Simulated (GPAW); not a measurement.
Consider BN (P6_3/mmc).

```xyz
4
Lattice="2.4982 0.0000 0.0000 -1.2491 2.1635 0.0000 0.0000 0.0000 6.6357" Properties=species:S:1:pos:R:3 pbc="T T T"
N     1.2491    0.7212    1.6589
N     0.0000    1.4424    4.9768
B     1.2491    0.7212    4.9768
B     0.0000    1.4424    1.6589
```

Absorber: atom 1, with 3 B at 1.44 Å (trigonal planar, site symmetry -6m2). Method: GPAW, LDA, full core hole (charged cell), 16-atom cell with 5.0 Å between holes, 5×5×4 k points, dipole transitions, Gaussian full width 0.9 eV up to 4 eV, rising linearly to 3.5 eV at 25 eV.

The database entry behind the starting cell differs from later determinations by our own check (about 0.3 % short, minor phase), so it need not match the best structure at ambient conditions.

Question: What does the N K edge look like?

Main maxima up to 24 eV above the zero (height): 1.6 eV (0.93), 6.8 eV (2.14) and 14.2 eV (1.46). A K edge sees empty p states; at this planar three-fold site the curve for the electric vector normal to the plane peaks at 1.6 eV, where it is mainly π* that absorbs: that direction carries over 70 % of the weight there. The total-energy difference plus the lowest empty eigenvalue puts the zero at 403.88 eV. One term is added: -7.76 eV, since the hole is spin-paired here and a spin-polarised one costs that much less in the free atom (computed apart). The photon energy is then 396.12 eV. The functional and the charged cell's background leave an error in such absolute values: in the free atom LDA prices this hole 3.5 eV below PBE (computed apart), and PBE is itself good to a few eV.

The N K spectrum (energy from the lowest empty level; intensity scaled to a mean of 1 over the first 20 eV; polarised curves are means over the symmetry-equivalent atoms):

| E (eV) | isotropic | ε ⊥ c | ε ∥ c |
| --- | --- | --- | --- |
| -2.00 | 0.00 | 0.00 | 0.00 |
| -1.25 | 0.00 | 0.00 | 0.00 |
| -0.50 | 0.07 | 0.00 | 0.20 |
| 0.25 | 0.59 | 0.00 | 1.76 |
| 1.00 | 0.73 | 0.00 | 2.19 |
| 1.75 | 0.89 | 0.03 | 2.62 |
| 2.50 | 0.50 | 0.11 | 1.27 |
| 3.25 | 0.44 | 0.21 | 0.91 |
| 4.00 | 0.58 | 0.40 | 0.94 |
| 4.75 | 0.95 | 0.96 | 0.93 |
| 5.50 | 1.52 | 1.78 | 0.99 |
| 6.25 | 1.95 | 2.77 | 0.31 |
| 7.00 | 2.12 | 3.04 | 0.30 |
| 7.75 | 1.84 | 2.48 | 0.55 |
| 8.50 | 1.53 | 2.05 | 0.48 |
| 9.25 | 1.16 | 1.56 | 0.35 |
| 10.00 | 0.82 | 1.08 | 0.29 |
| 10.75 | 0.73 | 0.98 | 0.23 |
| 11.50 | 0.83 | 1.16 | 0.17 |
| 12.25 | 0.94 | 1.34 | 0.13 |
| 13.00 | 1.12 | 1.60 | 0.16 |
| 13.75 | 1.38 | 1.93 | 0.30 |
| 14.50 | 1.44 | 1.90 | 0.51 |
| 15.25 | 1.17 | 1.42 | 0.66 |
| 16.00 | 0.83 | 0.87 | 0.73 |
| 16.75 | 0.60 | 0.50 | 0.81 |
| 17.50 | 0.53 | 0.32 | 0.95 |
| 18.25 | 0.54 | 0.28 | 1.06 |
| 19.00 | 0.54 | 0.31 | 1.01 |
| 19.75 | 0.52 | 0.37 | 0.81 |
| 20.50 | 0.48 | 0.45 | 0.56 |
| 21.25 | 0.45 | 0.48 | 0.38 |
| 22.00 | 0.40 | 0.46 | 0.28 |
| 22.75 | 0.34 | 0.39 | 0.23 |
| 23.50 | 0.29 | 0.32 | 0.23 |
| 24.25 | 0.28 | 0.28 | 0.27 |
| 25.00 | 0.29 | 0.27 | 0.35 |
| 25.75 | 0.32 | 0.26 | 0.46 |
| 26.50 | 0.35 | 0.23 | 0.58 |
| 27.25 | 0.37 | 0.20 | 0.70 |

The holes are only 5.0 Å apart, so the shape is probably not converged with cell size; no larger cell was run here. The mesh is coarse (0.29 Å⁻¹ between points), so small maxima may be mesh ripples. The structure is a published determination, not relaxed.

[Banner, clock and machine lines of the logs are left out without a mark of their own.]

[Logs are printed without paths, hosts, clocks, repeated set-up lines and the standing remarks that a program may print on its own settings, such as how far it seeks lower states.]

[Hosts, paths, dates, database ids (printed as entryN), source tags and the programs' standing remarks are cut or masked in the printed files.]

[Lists of maxima count a maximum above −3 eV only where it reaches 4 % of the highest in the window and stands out from its surroundings by 2 % of it (1.5 % where it reaches 55 %); shoulders and weaker maxima are passed over, and of the rest the first, up to two pre-edge ones and the few strongest are named.]
